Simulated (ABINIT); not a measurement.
# Quasiparticle gap of BP (F-43m) in ABINIT

Aim: the G0W0 gap of BP (F-43m) on PBE, step by step.

Main program and level: ABINIT 10.8.3; PBE and many-body steps on it, plane waves.

### 1. The starting structure

The structure is cubic, space group F-43m (No. 216). The conventional cell has a = 4.538 Å, b = 4.538 Å, c = 4.538 Å, α = 90.00°, β = 90.00°, γ = 90.00°. Nearest to B lie 4 P at 1.97 Å. Nearest to P lie 4 B at 1.97 Å. Farther neighbours are not listed.

The cell and positions come from the Crystallography Open Database and are kept as given unless a step says otherwise.

### 2. Ground state

This step: ABINIT 10.8.3; DFT, PBE, plane waves, norm-conserving pseudopotentials.

The ground-state density comes first.

run.abi

```
acell 3*1.0 Angstrom
rprim 
  0.000000000000 2.269000000000 2.269000000000
  2.269000000000 0.000000000000 2.269000000000
  2.269000000000 2.269000000000 0.000000000000
ntypat 2
znucl 5 15
natom 2
typat 1 2
xred 
  0.000000000000 0.000000000000 0.000000000000
  0.250000000000 0.250000000000 0.250000000000
pp_dirpath "pseudos"
pseudos "B.upf, P.upf"
ecut 34
ngkpt 8 8 8
nshiftk 1
shiftk 0 0 0
kptopt 1
chksymbreak 0
nband 9
occopt 1
tolvrs 1e-10
nstep 60
prtwf 0
optforces 0
optstress 0
indata_prefix "in"
outdata_prefix "out"
tmpdata_prefix "tmp"
```

On the command line:

```bash
OMP_NUM_THREADS=1 mpirun -n 4 abinit run.abi > log
```

Numbers of over 12 decimals in the logs are rounded to 6 here.

The log of the run:

```text
.Version 10.8.3 of ABINIT. v10.8.2 released Aug 2026.

 Symmetries : space group F-4 3 m (#216); Bravais cF (face-center cubic)
================================================================================
 Values of the parameters that define the memory need of the present run
     intxc =       0    ionmov =       0      iscf =       7    lmnmax =       6
     lnmax =       6     mgfft =      32  mpssoang =       3    mqgrid =    3001
     natom =       2  nloc_mem =       1    nspden =       1   nspinor =       1
    nsppol =       1      nsym =      24    n1xccc =    2501    ntypat =       2
    occopt =       1   xclevel =       2
-    mband =           9        mffmem =           1         mkmem =           8
       mpw =        1506          nfft =       32768          nkpt =          29
================================================================================
  Rough estimation (10% accuracy) of disk space for files :
================================================================================

--------------------------------------------------------------------------------
------------- Echo of variables that govern the present computation ------------
--------------------------------------------------------------------------------
 -outvars: echo values of preprocessed input variables --------
            acell      1.8897261259E+00  1.8897261259E+00  1.8897261259E+00 Bohr

      chksymbreak           0
             ecut      3.40000000E+01 Hartree
-          fftalg         312

              ixc     -101130
              kpt      0.00000000E+00  0.00000000E+00  0.00000000E+00
                       1.25000000E-01  0.00000000E+00  0.00000000E+00
                       2.50000000E-01  0.00000000E+00  0.00000000E+00
                       3.75000000E-01  0.00000000E+00  0.00000000E+00
                       5.00000000E-01  0.00000000E+00  0.00000000E+00
                       1.25000000E-01  1.25000000E-01  0.00000000E+00
                       2.50000000E-01  1.25000000E-01  0.00000000E+00
                       3.75000000E-01  1.25000000E-01  0.00000000E+00
                       5.00000000E-01  1.25000000E-01  0.00000000E+00
   [... 18 further rows ...]
                      -3.75000000E-01  5.00000000E-01  1.25000000E-01
                      -2.50000000E-01  5.00000000E-01  2.50000000E-01
         kptrlatt        8    0    0      0    8    0      0    0    8
          kptrlen      4.85107901E+01
P           mkmem           8
            natom           2
            nband           9
            ngfft          32      32      32
             nkpt          29
            nstep          60
             nsym          24
           ntypat           2
              occ      2.000000  2.000000  2.000000  2.000000  0.000000  0.000000
[...]
optforces           0
        optstress           0
            prtwf           0
            rprim      0.0000000000E+00  2.2690000000E+00  2.2690000000E+00
[...]
spgroup         216

           tolvrs      1.00000000E-10

             xred      0.0000000000E+00  0.0000000000E+00  0.0000000000E+00
[...]
znucl        5.00000   15.00000

================================================================================

 chkinp: Checking input parameters for consistency.

================================================================================
== DATASET  1 ==================================================================
-   mpi_nproc: 4, omp_nthreads: 1 (-1 if OMP is not activated)

--- !DatasetInfo
iteration_state: {dtset: 1, }
dimensions: {natom: 2, nkpt: 29, mband: 9, nsppol: 1, nspinor: 1, nspden: 1, mpw: 1506, }
cutoff_energies: {ecut:  34.0, pawecutdg:  -1.0, }
electrons: {nelect:   8.00000000E+00, charge:   0.00000000E+00, occopt:   1.00000000E+00, tsmear:   1.00000000E-02, }

 Real(R)+Recip(G) space primitive vectors, cartesian coordinates (Bohr,Bohr^-1):
 R(1)=  0.0000000  4.2877886  4.2877886  G(1)= -0.1166102  0.1166102  0.1166102
 R(2)=  4.2877886  0.0000000  4.2877886  G(2)=  0.1166102 -0.1166102  0.1166102
 R(3)=  4.2877886  4.2877886  0.0000000  G(3)=  0.1166102  0.1166102 -0.1166102
 Unit cell volume ucvol=  1.5766311E+02 bohr^3
 Angles (23,13,12)=  6.00000000E+01  6.00000000E+01  6.00000000E+01 degrees

 getcut: wavevector=  0.0000  0.0000  0.0000  ngfft=  32  32  32
         ecut(hartree)=     34.000   => boxcut(ratio)=   2.01047

--- Pseudopotential description ------------------------------------------------
- B Generated using ONCVPSP code by D. R. Hamann
-  5.00000   3.00000  171031                  znucl, zion, pspdat
12 -101130 1 -1 1534                          pspcod,pspxc,lmax,lloc,mmax
     nproj     2     2     0
  pspatm : epsatm=    3.38844616
         --- l  ekb(1:nproj) -->
[...]
pspatm: atomic psp has been read  and splines computed

- P Generated using ONCVPSP code by D. R. Hamann
- 15.00000   5.00000  171031                  znucl, zion, pspdat
12 -101130 2 -1 1298                          pspcod,pspxc,lmax,lloc,mmax
     nproj     2     2     2
  pspatm : epsatm=    8.05910421
         --- l  ekb(1:nproj) -->
[...]
2   -3.154982   -0.827415
 pspatm: atomic psp has been read  and splines computed

   9.15804030E+01                                ecore*ucvol(ha*bohr**3)
--------------------------------------------------------------------------------

_setup2: Arith. and geom. avg. npw (full set) are    1493.475    1493.449

================================================================================

--- !BeginCycle
iteration_state: {dtset: 1, }
solver: {iscf: 7, nstep: 60, nline: 4, wfoptalg: 0, }
tolerances: {tolvrs: 1.00E-10, }

     iter   Etot(hartree)      deltaE(h)  residm     vres2
 ETOT  1  -9.869870    -9.870E+00 5.216E-02 9.030E+01
 ETOT  2  -9.892252    -2.238E-02 4.815E-03 1.817E+01
 ETOT  3  -9.896686    -4.435E-03 5.351E-03 1.261E-01
 ETOT  4  -9.896710    -2.323E-05 7.433E-03 2.373E-03
 ETOT  5  -9.896710    -1.775E-07 5.378E-03 4.971E-05
 ETOT  6  -9.896710    -3.536E-09 2.331E-03 6.175E-07
 ETOT  7  -9.896710    -5.031E-11 7.999E-04 1.692E-08
 ETOT  8  -9.896710    -9.095E-13 1.683E-04 3.445E-10
 ETOT  9  -9.896710     2.363E-13 6.151E-05 1.548E-12

 At SCF step    9       vres2   =  1.55E-12 < tolvrs=  1.00E-10 =>converged.

--- !ResultsGS
iteration_state: {dtset: 1, }
comment   : Summary of ground state results
lattice_vectors:
- [  0.0000000,   4.2877886,   4.2877886, ]
- [  4.2877886,   0.0000000,   4.2877886, ]
- [  4.2877886,   4.2877886,   0.0000000, ]
lattice_lengths: [   6.06385,    6.06385,    6.06385, ]
lattice_angles: [ 60.000,  60.000,  60.000, ] # degrees, (23, 13, 12)
lattice_volume:   1.5766311E+02
convergence: {deltae:  2.363E-13, res2:  1.548E-12, residm:  6.151E-05, diffor:  0.000E+00, }
etotal    :  -9.89670974E+00
entropy   :   0.00000000E+00
fermie    :   2.67006735E-01
cartesian_stress_tensor: null
pressure_GPa: null
xred      :
- [  0.0000E+00,   0.0000E+00,   0.0000E+00,  B]
- [  2.5000E-01,   2.5000E-01,   2.5000E-01,  P]
cartesian_forces: null
force_length_stats: {min: null, max: null, mean: null, }

 Integrated electronic density in atomic spheres:
 ------------------------------------------------
 Atom  Sphere_radius  Integrated_density
    1        2.00000          2.70990900
    2        2.00000          2.92263652
================================================================================

 ----iterations are completed or convergence reached----

 Mean square residual over all n,k,spin=   47.057E-08; max=  61.505E-06
 reduced coordinates (array xred) for    2 atoms
       0.000000000000      0.000000000000      0.000000000000
       0.250000000000      0.250000000000      0.250000000000
 rms dE/dt=  0.0000E+00; max dE/dt=  0.0000E+00; dE/dt below (all hartree)
    1       0.000000000000      0.000000000000      0.000000000000
    2       0.000000000000      0.000000000000      0.000000000000

 cartesian coordinates (angstrom) at end:
    1      0.000000     0.000000     0.000000
    2      1.134500     1.134500     1.134500
 length scales=  1.889726125908  1.889726125908  1.889726125908 bohr
              =  1.000000000000  1.000000000000  1.000000000000 angstroms
 prteigrs : about to open file out_EIG
 Fermi (or HOMO) energy (hartree) =   0.26701   Average Vxc (hartree)=  -0.39956
 Eigenvalues (hartree) for nkpt=  29  k points:
 kpt#   1, nband=  9, wtk=  0.00195, kpt=  0.0000  0.0000  0.0000 (reduced coord)
  -0.30111    0.26701    0.26701    0.26701    0.39220    0.39220    0.39220    0.53740
   0.69048
 prteigrs : prtvol=0 or 1, do not print more k-points.

--- !EnergyTerms
iteration_state     : {dtset: 1, }
comment             : Components of total free energy in Hartree
kinetic             :  4.64395738634320E+00
hartree             :  6.30836753486013E-01
xc                  : -3.32226206940715E+00
Ewald energy        : -1.04916197636976E+01
psp_core            :  5.80861330051174E-01
local_psp           : -2.96903600272400E+00
non_local_psp       :  1.03055262904094E+00
total_energy        : -9.89670973690743E+00
total_energy_eV     : -2.69303191215349E+02
band_energy         :  2.27567509801296E-01

== END DATASET(S) ==============================================================
================================================================================

 -outvars: echo values of variables after computation  --------
           etotal     -9.8967097369E+00
            nband           9
             nkpt          29
          spgroup         216
 [... the other variables as echoed above ...]

 Calculation completed.
```

Wall time 3.7 s (4 MPI ranks of Intel Xeon Platinum 8559C (Emerald Rapids), shared host); peak memory 0.29 GiB; 14 s of CPU time.

Numbers from this step:

```yaml
total_energy: -269.3032 eV
gap: 1.280 eV
k_of_the_valence_top: 0, 0, 0
k_of_the_conduction_bottom: 0.375, 0.375, 0
least_direct_gap: 3.407 eV
```

The gap is indirect, with the least direct gap 2.13 eV higher.

(Continued in part 2 of 3.)

[Paths, hosts, dates, memory and timing lines, banners, echoed tables and standing remarks are left out of the program output.]

[Logs are printed without paths, hosts, clocks, repeated set-up lines and the standing remarks that a program may print on its own settings, such as how far it seeks lower states.]

[Runs of the session that timed out or met a known fault of the program may be left out.]

[Hosts, paths, dates, database ids (printed as entryN), source tags and the programs' standing remarks are cut or masked in the printed files.]

[G0W0 gaps are taken among the corrected bands and points alone; a level outside them can change the order at an edge.]

[Where Ansatz stands beside ABINIT at settings called matched, ABINIT's density can come from a denser mesh and the files from another edition; pairs whose starting gaps differed by over 0.03 eV were left out, so agreement reads better than it is.]
